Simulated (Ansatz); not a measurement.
# What Pb2SeO (built on the sites of a database entry of PbSe) distorts into, part 2 of 3

Aim: this structure of Pb2SeO (built on the sites of a database entry of PbSe) is to be tested for unstable modes, and one is followed downhill.

Ansatz 0.2.0; DFT PBEsol, scalar-relativistic, plane waves, PAW.

So far. Step 4 (The mode frozen in, largest atomic shift 0.6 Å): The run ends at a pressure of 1.55 GPa, with forces up to 0.29 eV/Å. Step 5 (Energy along the mode, all amplitudes (two of the runs …): The lowest of the steps tried is the last one, at 0.6 Å, 45.5 meV/atom below the parent; the bottom of the well need not coincide with a step.

The structure was built from a prototype and need not be the compound's stable phase.

## Step 6: Relaxing from the distorted cell

Starting from the lowest point found, all atoms and the cell are let go, so that strain and other modes of the same symmetry can join in.

Contents of input.yaml:

```yaml
crystal:
  lattice:
    - [1.8641447281, -6.5120773025, 0.0]
    - [1.8641447281, 6.5120773025, 0.0]
    - [0.0, 0.0, 3.8663254647]
  atoms:
    - { symbol: Pb, position: [0.5930752829, 0.3816430778, 0.75] }
    - { symbol: Pb, position: [0.3258906116, 0.6794792728, 0.25] }
    - { symbol: Se, position: [0.9149242004, 0.0721118346, 0.75] }
    - { symbol: O, position: [0.3106037558, 1.0112596655, 0.25] }
kpoints:
  mp_grid: { grid: [8, 8, 8] }
hamiltonian:
  xc: pbesol
scf:
  occupations: { method: fixed }
output:
  forces: true
  stress: true
  eigenvalues: true
relax:
  adjacent_minimum: "off"
  f_tol: 0.002
  max_steps: 120
  cell: { stress_tol: 0.03 }
```

Run with:

```console
ansatz run input.yaml --threads 8 --pin off --max-ram 14336MiB --backend cpu --events-out ev --progress --plain --runs-dir out
```

Numbers of over 12 decimals in the logs are rounded to 6 here.

The program printed:

```text
[...]
Crystal: 4 atoms, lattice volume = 93.870 Å³
Basis set: ecut = 420 eV, 1819 PW (Γ), exchange–correlation on 96×96×54 points (8 copies of the dense FFT grid, shifted against one another)
Bands: 30, of which v1, the nominal top of the filled ones, is band 25 counted from 1 (24 counted from 0)
Symmetry: 2 space group operations
[...]
k-points: 170 of 512 (time reversal used)
[...]
SCF iter   1: F=—  HF=-29494.793518 eV  |F-HF|=—  |Δ(HF+E_count)|=         —  Δρ=1.06e-2  dr2=1.03e-1  ethr=1.77e-3  ⟨swp⟩=5.0  Hψ=20026  notcnv=0  defer=506
[...]
SCF iter   8: F=-29494.773356 eV  HF=-29494.773356 eV  |F-HF|=3.22e-9  |Δ(HF+E_count)|=   6.70e-8  Δρ=2.85e-6  dr2=8.87e-9  ethr=2.00e-10  ⟨swp⟩=4.1  Hψ=16777  notcnv=0
SCF 1 converged in 8 iterations: F = -29494.773356 eV  dr2 = 8.87e-9
[...]
relax step   1: F+E_penalty+E_count = -29494.77335610 eV  Δ(F+E_penalty+E_count) = +0.000e0 eV  max|allowed force component| = 2.770e-1 eV/Å  Δτ_max = 0.0000 Å  P = +1.551 GPa  Ω = 93.870 Å³  (8 SCF iters, dr2 threshold 1.00e-7 eV, accepted)
Crystal: 4 atoms, lattice volume = 98.964 Å³
Basis set: ecut = 420 eV, 1953 PW (Γ), exchange–correlation on 96×96×54 points (8 copies of the dense FFT grid, shifted against one another)
[...]
iter 1 solved again at ethr=2.81e-5 eV; its pass at ethr=3.10e-3 eV (dr2=1.41e-2 eV) is discarded
[...]
SCF iter   7: F=-29494.859385 eV  HF=-29494.859385 eV  |F-HF|=1.55e-7  |Δ(HF+E_count)|=   3.92e-7  Δρ=1.53e-5  dr2=2.55e-7  ethr=8.00e-10  ⟨swp⟩=12.2  Hψ=31629  notcnv=0
SCF 2 converged in 7 iterations: F = -29494.859385 eV  dr2 = 2.55e-7
relax step   2: F+E_penalty+E_count = -29494.85938481 eV  Δ(F+E_penalty+E_count) = -8.603e-2 eV  max|allowed force component| = 2.633e-1 eV/Å  Δτ_max = 0.0769 Å  P = -1.024 GPa  Ω = 98.964 Å³  energy of the carried Pulay correction = -4.717e-3 eV  (7 SCF iters, dr2 threshold 4.00e-7 eV, accepted)
Crystal: 4 atoms, lattice volume = 100.285 Å³
Basis set: ecut = 420 eV, 1959 PW (Γ), exchange–correlation on 96×96×54 points (8 copies of the dense FFT grid, shifted against one another)
[...]
SCF iter   8: F=-29494.916653 eV  HF=-29494.916653 eV  |F-HF|=3.71e-8  |Δ(HF+E_count)|=   1.63e-8  Δρ=6.53e-6  dr2=3.89e-8  ethr=8.00e-10  ⟨swp⟩=13.2  Hψ=34214  notcnv=0
SCF 3 converged in 8 iterations: F = -29494.916653 eV  dr2 = 3.89e-8
relax step   3: F+E_penalty+E_count = -29494.91665274 eV  Δ(F+E_penalty+E_count) = -5.727e-2 eV  max|allowed force component| = 1.130e-1 eV/Å  Δτ_max = 0.1510 Å  P = -0.468 GPa  Ω = 100.285 Å³  energy of the carried Pulay correction = -5.900e-3 eV  (8 SCF iters, dr2 threshold 4.00e-7 eV, accepted)
[... from here on, the SCF cycles and remarks between the steps are left out ...]
relax step   4: F+E_penalty+E_count = -29494.93068750 eV  Δ(F+E_penalty+E_count) = -1.403e-2 eV  max|allowed force component| = 1.852e-1 eV/Å  Δτ_max = 0.0494 Å  P = +0.142 GPa  Ω = 99.758 Å³  energy of the carried Pulay correction = -5.430e-3 eV  (7 SCF iters, dr2 threshold 4.00e-7 eV, accepted)
relax step   5: F+E_penalty+E_count = -29494.94008676 eV  Δ(F+E_penalty+E_count) = -9.399e-3 eV  max|allowed force component| = 3.164e-2 eV/Å  Δτ_max = 0.0447 Å  P = +0.094 GPa  Ω = 98.607 Å³  energy of the carried Pulay correction = -4.394e-3 eV  (7 SCF iters, dr2 threshold 4.00e-7 eV, accepted)
relax step   6: F+E_penalty+E_count = -29494.94218608 eV  Δ(F+E_penalty+E_count) = -2.099e-3 eV  max|allowed force component| = 2.310e-2 eV/Å  Δτ_max = 0.0246 Å  P = +0.014 GPa  Ω = 98.225 Å³  energy of the carried Pulay correction = -4.048e-3 eV  (6 SCF iters, dr2 threshold 1.29e-7 eV, accepted)
relax step   7: F+E_penalty+E_count = -29494.94255801 eV  Δ(F+E_penalty+E_count) = -3.719e-4 eV  max|allowed force component| = 1.271e-2 eV/Å  Δτ_max = 0.0283 Å  P = -0.009 GPa  Ω = 98.266 Å³  energy of the carried Pulay correction = -4.086e-3 eV  (7 SCF iters, dr2 threshold 3.34e-8 eV, accepted)
relax step   8: F+E_penalty+E_count = -29494.94202448 eV  Δ(F+E_penalty+E_count) = +5.335e-4 eV  max|allowed force component| = 8.269e-2 eV/Å  Δτ_max = 0.0165 Å  P = +0.164 GPa  Ω = 97.883 Å³  energy of the carried Pulay correction = -3.737e-3 eV  (7 SCF iters, dr2 threshold 1.01e-8 eV, rejected (line search))
relax step   9: F+E_penalty+E_count = -29494.94261745 eV  Δ(F+E_penalty+E_count) = -5.944e-5 eV  max|allowed force component| = 1.783e-3 eV/Å  Δτ_max = 0.0038 Å  P = -0.002 GPa  Ω = 98.236 Å³  energy of the carried Pulay correction = -4.058e-3 eV  (10 SCF iters, accepted)
relax step  10: F+E_penalty+E_count = -29494.95751291 eV  Δ(F+E_penalty+E_count) = -1.490e-2 eV  max|allowed force component| = 1.544e-3 eV/Å  Δτ_max = 0.0000 Å  P = +0.182 GPa  Ω = 98.236 Å³  stress off target by 4.51e-1 GPa  SCF on the basis re-selected at this cell (its energy is not comparable with the rows above)  (8 SCF iters)
relax step  11: F+E_penalty+E_count = -29494.95853162 eV  Δ(F+E_penalty+E_count) = -1.019e-3 eV  max|allowed force component| = 2.400e-2 eV/Å  Δτ_max = 0.0131 Å  P = -0.053 GPa  Ω = 98.831 Å³  energy of the carried Pulay correction = -5.474e-4 eV  (5 SCF iters, dr2 threshold 4.00e-7 eV, accepted)
relax step  12: F+E_penalty+E_count = -29494.95857281 eV  Δ(F+E_penalty+E_count) = -4.119e-5 eV  max|allowed force component| = 6.317e-3 eV/Å  Δτ_max = 0.0091 Å  P = +0.007 GPa  Ω = 98.982 Å³  energy of the carried Pulay correction = -6.926e-4 eV  (6 SCF iters, dr2 threshold 3.60e-8 eV, accepted)
relax step  13: F+E_penalty+E_count = -29494.95856312 eV  Δ(F+E_penalty+E_count) = +9.690e-6 eV  max|allowed force component| = 6.379e-3 eV/Å  Δτ_max = 0.0049 Å  P = -0.019 GPa  Ω = 99.007 Å³  energy of the carried Pulay correction = -7.165e-4 eV  (6 SCF iters, dr2 threshold 2.49e-9 eV, accepted)
relax step  14: F+E_penalty+E_count = -29494.95859895 eV  Δ(F+E_penalty+E_count) = -3.583e-5 eV  max|allowed force component| = 1.855e-3 eV/Å  Δτ_max = 0.0015 Å  P = -0.001 GPa  Ω = 98.984 Å³  energy of the carried Pulay correction = -6.948e-4 eV  (6 SCF iters, dr2 threshold 2.76e-9 eV, accepted)
[...]
SCF iter   6: F=-29494.959400 eV  HF=-29494.959400 eV  |F-HF|=2.55e-11  |Δ(HF+E_count)|=  4.73e-11  Δρ=1.26e-7  dr2=1.37e-11  ethr=1.00e-12  ⟨swp⟩=13.0  Hψ=33827  notcnv=0
SCF 15 converged in 6 iterations: F = -29494.959400 eV  dr2 = 1.37e-11
relax step  15: F+E_penalty+E_count = -29494.95939967 eV  Δ(F+E_penalty+E_count) = -8.007e-4 eV  max|allowed force component| = 1.937e-3 eV/Å  Δτ_max = 0.0000 Å  P = +0.002 GPa  Ω = 98.984 Å³  stress off target by 2.52e-2 GPa  SCF on the basis re-selected at this cell (its energy is not comparable with the rows above)  (6 SCF iters)
[...]
SCF converged after 6 iterations
Free energy (F): -29494.959400 eV
[...]
Internal energy: -29494.959400 eV  (E = F + TS)
E sigma→0 (E₀):  -29494.959400 eV
Fermi energy:    8.212901 eV
[...]
--- Forces (eV/Å), atoms counted from 1 ---
  atom   1  Pb    -0.00103482    -0.00030242    -0.00000000
  atom   2  Pb    -0.00024687    -0.00043677    -0.00000000
  atom   3  Se     0.00039815    -0.00119773    -0.00000000
  atom   4  O      0.00088365     0.00193673     0.00000000
  max |Σ_I F_I| component: 1.91e-7 eV/Å
--- Stress (GPa, compression-positive) ---
        0.018993       0.012765       0.000000
        0.012765      -0.000842      -0.000000
        0.000000      -0.000000      -0.012105
  P = ⅓ Tr σ = 0.0020 GPa (0.020 kbar)
--- Band table (eV; the first three rows and the last of 170) ---
  k-point 0: bands = [... 21 lower, 6.2199, 6.6924, 7.0647, 7.2468, 10.3932, 11.1824, 13.2198, 13.2871, ... 1 higher]
  k-point 1: bands = [... 21 lower, 6.2246, 6.7519, 6.8118, 7.7330, 10.4049, 11.3537, 12.5406, 13.3972, ... 1 higher]
  k-point 2: bands = [... 21 lower, 6.2479, 6.6625, 6.9972, 8.2129, 10.3653, 11.3274, 12.2031, 12.4466, ... 1 higher]
  k-point 169: bands = [... 21 lower, 6.4506, 6.6425, 6.7846, 7.4144, 9.2313, 10.8143, 11.8456, 13.2840, ... 1 higher]
--- Relaxed structure (13 steps of the walk, 12 accepted, 2 SCFs on fresh bases) ---
  F+E_penalty+E_count = -29494.95939967 eV   max|allowed force component| = 1.937e-3 eV/Å   (the final SCF, on the basis selected at the relaxed cell)
  cell:  # Å, volume = 98.9842 Å³
    - [1.559882, -6.161051, 0]
    - [2.457660, 6.418049, 0]
    - [0, 0, 3.935259]
  atoms:
    - { symbol: Pb, position: [0.553284, 0.343522, 0.750000] }
    - { symbol: Pb, position: [0.319216, 0.685557, 0.250000] }
    - { symbol: Se, position: [0.881484, 0.050885, 0.750000] }
    - { symbol: O, position: [0.390509, 1.064529, 0.250000] }
```

Elapsed: 73 s, on 8 threads of Intel Xeon Platinum 8488C (Sapphire Rapids), shared host; peak memory 0.89 GiB.

The steps of the relaxation:

| step | energy less that of the first step (eV) | largest force component (eV/Å) | pressure (GPa) | volume (Å³) |
| --- | --- | --- | --- | --- |
| 1 | 0.0000 | 0.2770 | 1.55 | 93.87 |
| 2 | -0.0860 | 0.2633 | -1.02 | 98.96 |
| 3 | -0.1433 | 0.1130 | -0.47 | 100.28 |
| 4 | -0.1573 | 0.1852 | 0.14 | 99.76 |
| 5 | -0.1667 | 0.0316 | 0.09 | 98.61 |
| 6 | -0.1688 | 0.0231 | 0.01 | 98.22 |
| 7 | -0.1692 | 0.0127 | -0.01 | 98.27 |
| 8 | -0.1687 | 0.0827 | 0.16 | 97.88 |
| 9 | -0.1693 | 0.0018 | 0.00 | 98.24 |
| 10* | -0.1842 | 0.0015 | 0.18 | 98.24 |
| 11 | -0.1852 | 0.0240 | -0.05 | 98.83 |
| 12 | -0.1852 | 0.0063 | 0.01 | 98.98 |
| 13 | -0.1852 | 0.0064 | -0.02 | 99.01 |
| 14 | -0.1852 | 0.0019 | 0.00 | 98.98 |
| 15* | -0.1860 | 0.0019 | 0.00 | 98.98 |

Relaxation steps marked * repeat the geometry before them on a plane-wave basis chosen anew for their cell, so energy and pressure can jump there. Relaxation step 8 was tried and not accepted.

The run keeps the 2 symmetry operations that it works with, so distortions that break them were not tested.

| cell as run | before | after | change |
| --- | --- | --- | --- |
| a (Å) | 6.774 | 6.355 | -6.2 % |
| b (Å) | 6.774 | 6.873 | +1.5 % |
| c (Å) | 3.866 | 3.935 | +1.8 % |
| γ (°) | 148.05 | 144.84 | -2.2 % |
| volume (Å³/atom) | 23.47 | 24.75 | +5.4 % |

The atoms that moved most (Å, as changes of fractional coordinates times the final cell):

| atom | dx | dy | dz | length |
| --- | --- | --- | --- | --- |
| O4 | 0.256 | -0.150 | 0.000 | 0.297 |
| Pb1 | -0.156 | 0.000 | 0.000 | 0.156 |
| Se3 | -0.104 | 0.070 | 0.000 | 0.126 |
| Pb2 | 0.005 | 0.080 | 0.000 | 0.080 |

The relaxed structure:

```xyz
4
Lattice="1.5599 -6.1611 0.0000 2.4577 6.4180 0.0000 0.0000 0.0000 3.9353" Properties=species:S:1:pos:R:3 pbc="T T T"
Pb    1.7073   -1.2041    2.9514
Pb    2.1828    2.4332    0.9838
Se    1.5001   -5.1043    2.9514
O     3.2254    4.4263    0.9838
```

Numbers from this step:

| Property | Result |
| --- | --- |
| pressure | 0.002016 GPa |
| gap on the k-mesh | 0.6391 eV |
| volume per atom | 24.75 Å³ |

The distorted start has space group Pm; the relaxation ends in Pm.

## Step 7: The new phase in its own primitive cell

The relaxed structure is symmetrised, reduced to its primitive cell and relaxed tightly, as its phonons need.

Contents of input.yaml:

```yaml
crystal:
  lattice:
    - [4.0257530433, 0.0, 0.0]
    - [0.0, 3.9352586152, 0.0]
    - [-1.163388175, 0.0, 6.2480642162]
  atoms:
    - { symbol: Pb, position: [0.3435223799, 0.0, 0.7902382851] }
    - { symbol: Pb, position: [0.6855571623, 0.5, 0.3663407701] }
    - { symbol: Se, position: [0.0508848567, 0.0, 0.169400444] }
    - { symbol: O, position: [0.0645294518, 0.5, 0.6740205008] }
kpoints:
  mp_grid: { grid: [6, 6, 4] }
hamiltonian:
  xc: pbesol
scf:
  occupations: { method: fixed }
output:
  forces: true
  stress: true
  eigenvalues: true
relax:
  adjacent_minimum: "off"
  f_tol: 0.001
  max_steps: 60
  cell: { stress_tol: 0.01 }
```

The program printed:

```text
[...]
Crystal: 4 atoms, lattice volume = 98.984 Å³
Basis set: ecut = 420 eV, 1941 PW (Γ), exchange–correlation on 54×54×90 points (8 copies of the dense FFT grid, shifted against one another)
Bands: 30, of which v1, the nominal top of the filled ones, is band 25 counted from 1 (24 counted from 0)
Symmetry: 2 space group operations
[...]
k-points: 56 of 144 (time reversal used)
[...]
--- Relaxed structure (5 steps of the walk, 5 accepted, 2 SCFs on fresh bases) ---
[...]
cell:  # Å, volume = 99.0069 Å³
    - [4.027860, 0.0, 0.00249272]
    - [0.0, 3.936421, 0.0]
    - [-1.160128, 0.0, 6.243665]
  atoms:
    - { symbol: Pb, position: [0.343350, 0.0, 0.790185] }
    - { symbol: Pb, position: [0.685617, 0.500000, 0.366548] }
    - { symbol: Se, position: [0.050560, 0.0, 0.169302] }
    - { symbol: O, position: [0.064966, 0.500000, 0.673964] }
[key lines of the parts left out:]
SCF converged after 6 iterations
Free energy (F): -29494.957873 eV
Fermi energy:    8.258289 eV
P = ⅓ Tr σ = -0.0005 GPa (-0.005 kbar)
```

The job ended after 10 s (8 threads; peak memory 0.6 GiB).

Little changed from the start: no atom moved by 0.005 Å and no cell edge by 0.1 %.

This step gave:

```yaml
pressure: -5.12e-4 GPa
gap_on_the_k_mesh: 0.5146 eV
direct_gap_on_mesh: 1.226 eV
```

The largest force component left is 0.92 meV/Å and the pressure is -0.001 GPa, within the tolerances set. The cell now holds 24.75 Å³/atom.

(Continued in part 3 of 3.)

[Logs are printed without paths, hosts, clocks, repeated set-up lines and the standing remarks that a program may print on its own settings, such as how far it seeks lower states.]

[Hosts, paths, dates, database ids (printed as entryN), source tags and the programs' standing remarks are cut or masked in the printed files.]
